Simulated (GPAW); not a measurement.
# Cl (Cmce): one start, several treatments of the self-energy

How much does the gap of Cl (Cmce) depend on the approximation to the self-energy?

Method: PBE and many-body steps on it, plane waves, in GPAW 26.7.0.

## (1) Set-up

The structure is orthorhombic, space group Cmce (No. 64). The conventional cell has a = 6.290 Å, b = 4.500 Å, c = 8.210 Å, α = 90.00°, β = 90.00°, γ = 90.00°. Nearest to Cl lie 1 Cl at 2.02 Å.

Structure file:

```cif
data_structure
_symmetry_space_group_name_H-M 'Cmce'
_symmetry_Int_Tables_number 64
_cell_length_a 6.2900
_cell_length_b 4.5000
_cell_length_c 8.2100
_cell_angle_alpha 90.000
_cell_angle_beta 90.000
_cell_angle_gamma 90.000
_cell_volume 232.38
loop_
_atom_site_label
_atom_site_type_symbol
_atom_site_symmetry_multiplicity
_atom_site_Wyckoff_symbol
_atom_site_fract_x
_atom_site_fract_y
_atom_site_fract_z
_atom_site_occupancy
Cl1 Cl 8 f 0.50000 0.63000 0.10000 1
```

The cell and positions come from the Crystallography Open Database and are kept as given unless a step says otherwise.

## (2) Empty states on the mesh, 4×4×2 mesh, 198 bands

This step: GPAW 26.7.0; DFT, PBE, plane waves, PAW.

The sums over transitions need many empty states on a uniform mesh; this step solves for them.

Input file run.py:

```python
import json
import numpy as np
from gpaw.mpi import world
from gpaw import GPAW

calc = GPAW('gs.gpw').fixed_density(kpts={'size': (4, 4, 2), 'gamma': True},
    parallel={'domain': 1, 'band': 1},
    txt='nscf.txt')
calc.diagonalize_full_hamiltonian(nbands=198)
calc.write('full.gpw', mode='all')
res = {}
kpts = calc.get_ibz_k_points()
res['kpts'] = kpts
res['eigenvalues'] = [calc.get_eigenvalues(kpt=k) for k in range(len(kpts))]
res['n_electrons'] = calc.get_number_of_electrons()

if world.rank == 0:
    with open('result.json', 'w') as f:
        json.dump(res, f, default=lambda x: x.tolist())
```

On the command line:

```
$ mpirun -n 4 gpaw python run.py
```

Numbers of over 12 decimals in the logs are rounded to 6 here.

What it wrote:

```text
Diagonalizing LCAO Hamiltonian
Converting LCAO to pw mode
convergence criteria:
- Maximum integral of absolute [eigenst]ate change: 4e-08 eV^2 / valence electron
maximum number of iterations: 100

SCF iterations
|iter     |     time |      energy | eigst |  dens |
|iter:   1|  |             | +1.50 |       |
|iter:   2|  |             | +0.30 |       |
|iter:   3|  |             | -0.45 |       |
[...]
|iter:  21|  |             | -7.08 |       |
|iter:  22|  |             | -7.34 |       |
|iter:  23|  |             | -7.57c|       |
SCF steps: 23
  __  _  _
 | _ |_)|_||  |
 |__||  | ||/\| - 26.7.0

Input parameters:
  mode=PW(ecut=450.000000),
  convergence={'density': 1e-06, 'bands': -3},
  gpts=array([20, 20, 42]),
  kpts=MonkhorstPack(size=(4, 4, 2), gamma=True),
  maxiter=100,
  nbands=22,
  occupations=Occupations(name='fermi-dirac', width=0.001, fixmagmom=False),
  parallel={'domain': 1, 'band': 1},
  xc=XC(name='PBE')
Matrix size: 2524x2524
# Writing to full.gpw (mode='all')
  [... matrices ...]

timing:  # [seconds]
  Total: 59.017  # ━━━━━━━━━━━━━━━━━━━━━━━━━━━━━━━━━━━━━━━━━━━━━━━━━━━━━━━━━━
```

Elapsed: 67 s, on 4 MPI ranks of Arm Neoverse V1, shared host; peak memory 2.7 GiB; 4.5 min of CPU time.

Numbers from this step:

| Quantity | Value |
| --- | --- |
| gap | 2.490 eV |
| k of the valence top | 0.5, 0.5, 0 |
| k of the conduction bottom | 0, 0, 0 |
| least direct gap | 2.547 eV |
| k points computed | 14 |
| lowest point of the top converged band, above the valence top | 74.4496 eV |

On this mesh the gap is 2.490 eV.

## (3) G0W0, Godby-Needs plasmon pole

G0W0 replaces the xc potential by the self-energy, built once from these orbitals. Only a window of levels is corrected, while the sums run over the empty bands that the input names.

This step: G0W0 on PBE, plane waves, PAW.

Input file run.py:

```python
import json
import numpy as np
from gpaw.mpi import world
from gpaw.response.g0w0 import G0W0

gw = G0W0('full.gpw',
    filename='gw',
    kpts=[0, 12],
    bands=(12, 16),
    ecut=48,
    nbands=87,
    integrate_gamma='WS',
    ppa=True)
gw.calculate()
res = {mode: {k: v for k, v in r.items() if k != 'sigma_eskwn'}
       for mode, r in gw.all_results.items()}

if world.rank == 0:
    with open('result.json', 'w') as f:
        json.dump(res, f, default=lambda x: x.tolist())
```

On the command line:

```
$ mpirun -n 4 gpaw python run.py
```

What it wrote:

```text
Using integrator: PointIntegrator
FrequencyGridDescriptor(from 0.000+0.000j to 0.000+27.211j eV, 2 points)
Nonperiodic BCs:  [False False False]
Using integrator: PointIntegrator
FrequencyGridDescriptor(from 0.000+0.000j to 0.000+27.211j eV, 2 points)
Nonperiodic BCs:  [False False False]
  ___  _ _ _
 |   || | | |
 | | || | | |
 |__ ||_____|
 |___|

BZ k-points: Symmetries present (total): 4

  [... matrices ...]
32 k-points: 4 x 4 x 2 Monkhorst-Pack grid + [1/8,1/8,1/4]
14 k-points in the irreducible part of the Brillouin zone
       k-points in crystal coordinates                weights
   0:     0.00000000    0.00000000    0.00000000          1/32
   1:     0.00000000    0.00000000    0.50000000          1/32
   2:     0.25000000   -0.25000000    0.00000000          2/32
   3:     0.25000000   -0.25000000    0.50000000          2/32
   4:     0.25000000    0.00000000    0.00000000          4/32
   5:     0.25000000    0.00000000    0.50000000          4/32
   6:     0.25000000    0.25000000    0.00000000          2/32
   7:     0.25000000    0.25000000    0.50000000          2/32
   8:     0.50000000    0.00000000    0.00000000          2/32
   9:     0.50000000    0.00000000    0.50000000          2/32
          ...
  13:     0.50000000    0.50000000    0.50000000          1/32

Distributing spins, k-points and bands (1 x 2 x 4) over 4 processes
Number of blocks: 1

Quasi particle states:
k-points (IBZ indices): [0, 12]
Band range: (12, 16)
  [... matrices ...]
Computational parameters:
Plane wave cut-off: 48 eV
Number of bands: 87
Coulomb cutoff: None
Broadening: 0.1 eV

fxc modes: GW
Kernel: RPA
Using Godby-Needs plasmon-pole approximation:
  Fitting energy: i*E0, E0 = 1.000 Hartree
Summing all q:

Calculating screened Coulomb potential
No Coulomb truncation
FrequencyGridDescriptor(from 0.000+0.000j to 0.000+27.211j eV, 2 points)
Removing empty qpoint cache files...

Calculating chi0 body with:
    Ground state adapter containing:
    Number of spins: 1
    Number of kpoints: 32
    Number of irreducible kpoints: 14
    Number of completely occupied states: 14
    Number of partially occupied states: 14
    Occupied states memory: 3.5888671875 M / cpu

    Linear response parametrization:
    q_c: [0.0, 0.0, 0.0]
    Number of frequency points: 2
    Planewave cutoff: 48.0
    Number of bands: 87
    Number of planewaves: 93
    Broadening (eta): 1e-06
    comm.size: 4
    kncomm.size: 4
    blockcomm.size: 1

    Memory estimate of potentially large arrays:
        chi0_wGG: 0.263947 M / cpu
Integrating chi0 body.

Symmetries of q_c:
    Direct symmetries (Uq -> q): 4
    Indirect symmetries (TUq -> q): 0
In total 4 allowed symmetries.

  [... matrices ...]
14 groups of equivalent kpoints. 56.25% reduction.

Integral kind: response function
Integrating chi0 head and wings.

Symmetries of q_c:
    Direct symmetries (Uq -> q): 4
    Indirect symmetries (TUq -> q): 0
In total 4 allowed symmetries.

  [... matrices ...]
14 groups of equivalent kpoints. 56.25% reduction.

Integral kind: response function wings

Calculating chi0 body with:
    Ground state adapter containing:
    Number of spins: 1
    Number of kpoints: 32
    Number of irreducible kpoints: 14
    Number of completely occupied states: 14
    Number of partially occupied states: 14
    Occupied states memory: 3.5888671875 M / cpu

    Linear response parametrization:
[... the further q-points ...]

Results:
f:      Occupation numbers
eps:     KS-eigenvalues [eV]
vxc:     KS vxc [eV]
exx:     Exact exchange [eV]
sigma:   Self-energies [eV]
dsigma:  Self-energy derivatives
Z:       Renormalization factors
qp:      QP-energies [eV]

k-point 0 (0): (0.000, 0.000, 0.000)                GW
band       f     eps     vxc     exx   sigma  dsigma       Z      qp
                                                                   GW
  12   1.000  -0.359 -17.020 -21.485   2.965  -0.238   0.808  -1.571
  13   1.000  -0.269 -17.277 -21.700   2.974  -0.238   0.808  -1.439
  14   0.000   2.278 -16.854 -11.617  -2.814  -0.226   0.815   4.253
  15   0.000   2.843 -17.627 -11.930  -2.948  -0.239   0.807   5.062

k-point 1 (12): (0.500, 0.500, 0.000)                GW
band       f     eps     vxc     exx   sigma  dsigma       Z      qp
                                                                   GW
  12   1.000  -0.573 -16.760 -21.137   2.911  -0.240   0.807  -1.755
  13   1.000  -0.213 -17.243 -21.644   2.949  -0.237   0.809  -1.387
  14   0.000   2.355 -16.961 -11.598  -2.839  -0.229   0.813   4.408
  15   0.000   2.547 -17.080 -11.630  -2.838  -0.233   0.811   4.664
```

Run time: 28 s. Hardware: 4 MPI ranks; peak memory 0.97 GiB.

Numbers from this step:

```
G0W0 gap on the points computed              : 5.640 eV
least direct G0W0 gap on the computed points : 5.692 eV
Z at the valence top                         : 0.8086
Z at the conduction bottom                   : 0.8154
starting gap on the mesh                     : 2.490 eV
k of the valence top                         : 0.5, 0.5, 0
k of the conduction bottom                   : 0, 0, 0
```

The gap on the mesh goes from 2.49 eV to 5.64 eV, a correction of +3.15 eV.

## (4) One-shot HSE06

This step: one-shot HSE06 levels on PBE orbitals, plane waves, PAW.

Input file run.py:

```python
import json
import numpy as np
from gpaw.mpi import world
from gpaw.hybrids.eigenvalues import non_self_consistent_eigenvalues

dft, vxc, vxc_hyb = non_self_consistent_eigenvalues('full.gpw', 'HSE06', 12, 16, kpt_indices=[0, 12])
res = {'dft': dft[0], 'hybrid': (dft - vxc + vxc_hyb)[0]}
if world.rank == 0:
    with open('hybrid.txt', 'w') as f:
        for k, e0, e1 in zip([0, 12], res['dft'], res['hybrid']):
            print(k, ' '.join(f'{x:9.4f}' for x in e0), '|', ' '.join(f'{x:9.4f}' for x in e1), file=f)

if world.rank == 0:
    with open('result.json', 'w') as f:
        json.dump(res, f, default=lambda x: x.tolist())
```

On the command line:

```
$ mpirun -n 4 gpaw python run.py
```

What it wrote:

```text
IBZ(<points: 14, symmetries: 4>)
Occupied bands: 14
Transforming wave functions from IBZ to BZ: 0.012 seconds
Distributing wave functions and iFFT-ing to real space: 0.113 seconds
Calculating eigenvalues:
  k-points: 2
  Bands: 12-15 (inclusive)
  Seconds: 0.449 (wave-function broadcasting: 0.007 seconds)
HSE06-eigenvalue shifts:
  min: -1.038 eV
  ave: -0.197 eV
  max: 0.693 eV
```

Run time: 3.4 s. Hardware: 4 MPI ranks; peak memory 0.47 GiB.

This step gave:

| Property | Result |
| --- | --- |
| starting gap on the mesh | 2.490 eV |
| hybrid gap on the mesh | 4.107 eV |
| least direct hybrid gap on the computed points | 4.171 eV |

## (5) G0W0, extrapolated in the cutoff

This step: G0W0 on PBE, plane waves, PAW.

Input file run.py:

```python
import json
import numpy as np
from gpaw.mpi import world
from gpaw.response.g0w0 import G0W0

gw = G0W0('full.gpw',
    filename='gw',
    kpts=[0, 12],
    bands=(12, 16),
    ecut=80.0,
    integrate_gamma='WS',
    ppa=True,
    ecut_extrapolation=True)
gw.calculate()
res = {mode: {k: v for k, v in r.items() if k != 'sigma_eskwn'}
       for mode, r in gw.all_results.items()}

if world.rank == 0:
    with open('result.json', 'w') as f:
        json.dump(res, f, default=lambda x: x.tolist())
```

On the command line:

```
$ mpirun -n 4 gpaw python run.py
```

What it wrote:

```text
Using integrator: PointIntegrator
FrequencyGridDescriptor(from 0.000+0.000j to 0.000+27.211j eV, 2 points)
Nonperiodic BCs:  [False False False]
Using integrator: PointIntegrator
FrequencyGridDescriptor(from 0.000+0.000j to 0.000+27.211j eV, 2 points)
Nonperiodic BCs:  [False False False]
  ___  _ _ _
 |   || | | |
 | | || | | |
 |__ ||_____|
 |___|

BZ k-points: Symmetries present (total): 4

  [... matrices ...]
32 k-points: 4 x 4 x 2 Monkhorst-Pack grid + [1/8,1/8,1/4]
14 k-points in the irreducible part of the Brillouin zone
       k-points in crystal coordinates                weights
   0:     0.00000000    0.00000000    0.00000000          1/32
   1:     0.00000000    0.00000000    0.50000000          1/32
   2:     0.25000000   -0.25000000    0.00000000          2/32
[...]
9:     0.50000000    0.00000000    0.50000000          2/32
          ...
  13:     0.50000000    0.50000000    0.50000000          1/32

Distributing spins, k-points and bands (1 x 2 x 4) over 4 processes
Number of blocks: 1

Quasi particle states:
k-points (IBZ indices): [0, 12]
Band range: (12, 16)
  [... matrices ...]
Computational parameters:
Extrapolating to infinite plane wave cut-off using points at:
  68.942 eV
  73.959 eV
  80.000 eV
Number of bands: 188
Coulomb cutoff: None
Broadening: 0.1 eV

fxc modes: GW
Kernel: RPA
Using Godby-Needs plasmon-pole approximation:
  Fitting energy: i*E0, E0 = 1.000 Hartree
Summing all q:

Calculating screened Coulomb potential
No Coulomb truncation
FrequencyGridDescriptor(from 0.000+0.000j to 0.000+27.211j eV, 2 points)
Removing empty qpoint cache files...

Calculating chi0 body with:
    Ground state adapter containing:
    Number of spins: 1
    Number of kpoints: 32
    Number of irreducible kpoints: 14
[...]
kncomm.size: 4
    blockcomm.size: 1

    Memory estimate of potentially large arrays:
        chi0_wGG: 1.090118 M / cpu
Integrating chi0 body.

Symmetries of q_c:
    Direct symmetries (Uq -> q): 4
    Indirect symmetries (TUq -> q): 0
In total 4 allowed symmetries.

  [... matrices ...]
14 groups of equivalent kpoints. 56.25% reduction.

Integral kind: response function
Integrating chi0 head and wings.

Symmetries of q_c:
    Direct symmetries (Uq -> q): 4
    Indirect symmetries (TUq -> q): 0
In total 4 allowed symmetries.

  [... matrices ...]
14 groups of equivalent kpoints. 56.25% reduction.

Integral kind: response function wings

Calculating chi0 body with:
    Ground state adapter containing:
    Number of spins: 1
    Number of kpoints: 32
    Number of irreducible kpoints: 14
    Number of completely occupied states: 14
    Number of partially occupied states: 14
    Occupied states memory: 3.5888671875 M / cpu

    Linear response parametrization:
[... the further q-points ...]
Extrapolating selfenergy to infinite energy cutoff:
  Performing linear fit to 3 points
  Minimum R^2 = 0.9412. (R^2 Should be close to 1)
  [... matrices ...]
Results:
f:      Occupation numbers
eps:     KS-eigenvalues [eV]
vxc:     KS vxc [eV]
exx:     Exact exchange [eV]
sigma:   Self-energies [eV]
dsigma:  Self-energy derivatives
Z:       Renormalization factors
qp:      QP-energies [eV]

k-point 0 (0): (0.000, 0.000, 0.000)                GW
band       f     eps     vxc     exx   sigma  dsigma       Z      qp
                                                                   GW
  12   1.000  -0.359 -17.020 -21.485   2.238  -0.254   0.798  -2.135
  13   1.000  -0.269 -17.277 -21.700   2.236  -0.256   0.796  -2.010
  14   0.000   2.278 -16.854 -11.617  -3.353  -0.253   0.798   3.782
[...]
k-point 1 (12): (0.500, 0.500, 0.000)                GW
band       f     eps     vxc     exx   sigma  dsigma       Z      qp
                                                                   GW
[...]
14   0.000   2.355 -16.961 -11.598  -3.398  -0.255   0.797   3.920
  15   0.000   2.547 -17.080 -11.630  -3.430  -0.257   0.795   4.154
```

It took 98 s on 4 MPI ranks; peak memory 1.1 GiB; 6.5 min of CPU time.

Numbers from this step:

```yaml
quasiparticle_gap_on_the_points_computed: 5.744 eV
least_direct_quasiparticle_gap_on_the_computed_points: 5.791 eV
z_at_the_valence_top: 0.7976
z_at_the_conduction_bottom: 0.7984
starting_gap_on_the_mesh: 2.490 eV
k_of_the_valence_top: 0.5, 0.5, 0
k_of_the_conduction_bottom: 0, 0, 0
gaps_at_the_cutoffs_of_the_extrapolation: 5.653, 5.663, 5.671 eV
```

Against G0W0 in GPAW (4×4×2 mesh, 87 bands, screening to 48 eV, Godby-Needs plasmon pole), the gap moves by +0.104 eV.

## (6) One-shot PBE0

This step: one-shot PBE0 levels on PBE orbitals, plane waves, PAW.

Input file run.py:

```python
import json
import numpy as np
from gpaw.mpi import world
from gpaw.hybrids.eigenvalues import non_self_consistent_eigenvalues

dft, vxc, vxc_hyb = non_self_consistent_eigenvalues('full.gpw', 'PBE0', 12, 16, kpt_indices=[0, 12])
res = {'dft': dft[0], 'hybrid': (dft - vxc + vxc_hyb)[0]}
if world.rank == 0:
    with open('hybrid.txt', 'w') as f:
        for k, e0, e1 in zip([0, 12], res['dft'], res['hybrid']):
            print(k, ' '.join(f'{x:9.4f}' for x in e0), '|', ' '.join(f'{x:9.4f}' for x in e1), file=f)

if world.rank == 0:
    with open('result.json', 'w') as f:
        json.dump(res, f, default=lambda x: x.tolist())
```

On the command line:

```
$ mpirun -n 4 gpaw python run.py
```

What it wrote:

```text
IBZ(<points: 14, symmetries: 4>)
Occupied bands: 14
Transforming wave functions from IBZ to BZ: 0.012 seconds
Distributing wave functions and iFFT-ing to real space: 0.095 seconds
Calculating eigenvalues:
  k-points: 2
  Bands: 12-15 (inclusive)
  Seconds: 0.643 (wave-function broadcasting: 0.007 seconds)
HSE06-eigenvalue shifts:
  min: -1.444 eV
  ave: -0.206 eV
  max: 1.082 eV
```

The job ended after 3.3 s (4 MPI ranks; peak memory 0.48 GiB).

This step gave:

```
starting gap on the mesh                       : 2.490 eV
hybrid gap on the mesh                         : 4.891 eV
least direct hybrid gap on the computed points : 4.953 eV
```

## (7) G0W0, full frequency, Hilbert transform

This step: G0W0 on PBE, plane waves, PAW.

Input file run.py:

```python
import json
import numpy as np
from gpaw.mpi import world
from gpaw.response.g0w0 import G0W0

gw = G0W0('full.gpw',
    filename='gw',
    kpts=[0, 12],
    bands=(12, 16),
    ecut=48,
    nbands=87,
    integrate_gamma='WS',
    frequencies={'type': 'nonlinear', 'domega0': 0.1, 'omega2': 15.0},
    eta=0.1,
    nblocksmax=True)
gw.calculate()
res = {mode: {k: v for k, v in r.items() if k != 'sigma_eskwn'}
       for mode, r in gw.all_results.items()}

if world.rank == 0:
    with open('result.json', 'w') as f:
        json.dump(res, f, default=lambda x: x.tolist())
```

On the command line:

```
$ mpirun -n 4 gpaw python run.py
```

What it wrote:

```text
Using integrator: PointIntegrator
NonLinearFrequencyDescriptor(from 0.000 to 58.042 eV, 224 points)
Nonperiodic BCs:  [False False False]
Using integrator: PointIntegrator
NonLinearFrequencyDescriptor(from 0.000 to 58.042 eV, 224 points)
Nonperiodic BCs:  [False False False]
  ___  _ _ _
 |   || | | |
 | | || | | |
 |__ ||_____|
 |___|

BZ k-points: Symmetries present (total): 4

  [... matrices ...]
32 k-points: 4 x 4 x 2 Monkhorst-Pack grid + [1/8,1/8,1/4]
14 k-points in the irreducible part of the Brillouin zone
       k-points in crystal coordinates                weights
[...]
GW
  12   1.000  -0.359 -17.020 -21.485   2.978  -0.339   0.747  -1.469
  13   1.000  -0.269 -17.277 -21.700   2.982  -0.339   0.747  -1.345
  14   0.000   2.278 -16.854 -11.617  -2.820  -0.319   0.758   4.110
[...]
k-point 1 (12): (0.500, 0.500, 0.000)                GW
band       f     eps     vxc     exx   sigma  dsigma       Z      qp
                                                                   GW
[...]
14   0.000   2.355 -16.961 -11.598  -2.851  -0.334   0.750   4.238
  15   0.000   2.547 -17.080 -11.630  -2.863  -0.343   0.745   4.473
```

Wall time 44 s (4 MPI ranks); peak memory 1.1 GiB.

Numbers from this step:

| Item | Value |
| --- | --- |
| G0W0 gap on the points computed | 5.414 eV |
| least direct G0W0 gap on the computed points | 5.455 eV |
| starting gap on the mesh | 2.490 eV |
| k of the valence top | 0.5, 0.5, 0 |
| k of the conduction bottom | 0, 0, 0 |

Against G0W0 in GPAW (4×4×2 mesh, 87 bands, screening to 48 eV, Godby-Needs plasmon pole), the gap moves by −0.227 eV.

## (8) Side by side

Times are wall times on 4 MPI ranks of Arm Neoverse V1, shared host, good to a factor of about two.

```csv
run,mesh,bands,screening cutoff (eV),DFT gap (eV),gap on the mesh (eV),direct (eV),time
"G0W0, Godby-Needs plasmon pole",4×4×2,87,48,2.490,5.640,5.692,28 s
one-shot HSE06,4×4×2,-,-,2.490,4.107,4.171,3.4 s
"G0W0, extrapolated in the cutoff",4×4×2,-,80,2.490,5.744,5.791,98 s
one-shot PBE0,4×4×2,-,-,2.490,4.891,4.953,3.3 s
"G0W0, full frequency, Hilbert transform",4×4×2,87,48,2.490,5.414,5.455,44 s
```

## (9) Summary of results

| Quantity | Value |
| --- | --- |
| G0W0, Godby-Needs plasmon pole | 5.640 eV |
| one-shot HSE06 | 4.107 eV |
| G0W0, extrapolated in the cutoff | 5.744 eV |
| one-shot PBE0 | 4.891 eV |
| G0W0, full frequency, Hilbert transform | 5.414 eV |
| known limits | not at the basis limit; coarse k mesh |

What this shows: One-shot HSE06: −1.533 eV against G0W0, Godby-Needs plasmon pole. G0W0, extrapolated in the cutoff: +0.104 eV against G0W0, Godby-Needs plasmon pole, at other bands or cutoff, so not like for like. One-shot PBE0: −0.749 eV against G0W0, Godby-Needs plasmon pole. G0W0, full frequency, Hilbert transform: −0.227 eV against G0W0, Godby-Needs plasmon pole. One-shot hybrid levels are evaluated on the PBE orbitals. Bands and cutoff are finite, so the gap is not at the basis limit. The miss can reach some tenths of an eV and take either sign; the mesh is an error of its own. These stock PAW sets were not made for GW. In the G0W0 runs levels were corrected at 2 k points alone, so a gap called «on the mesh» is the least over those, and an edge elsewhere would be missed. The 4×4×2 mesh is coarse for this cell, which bears on the long-range parts of exchange and screening.

[Paths, hosts, dates, memory and timing lines, banners, echoed tables and standing remarks are left out of the program output.]

[Logs are printed without paths, hosts, clocks, repeated set-up lines and the standing remarks that a program may print on its own settings, such as how far it seeks lower states.]

[Runs of the session that timed out or met a known fault of the program may be left out.]

[Hosts, paths, dates, database ids (printed as entryN), source tags and the programs' standing remarks are cut or masked in the printed files.]
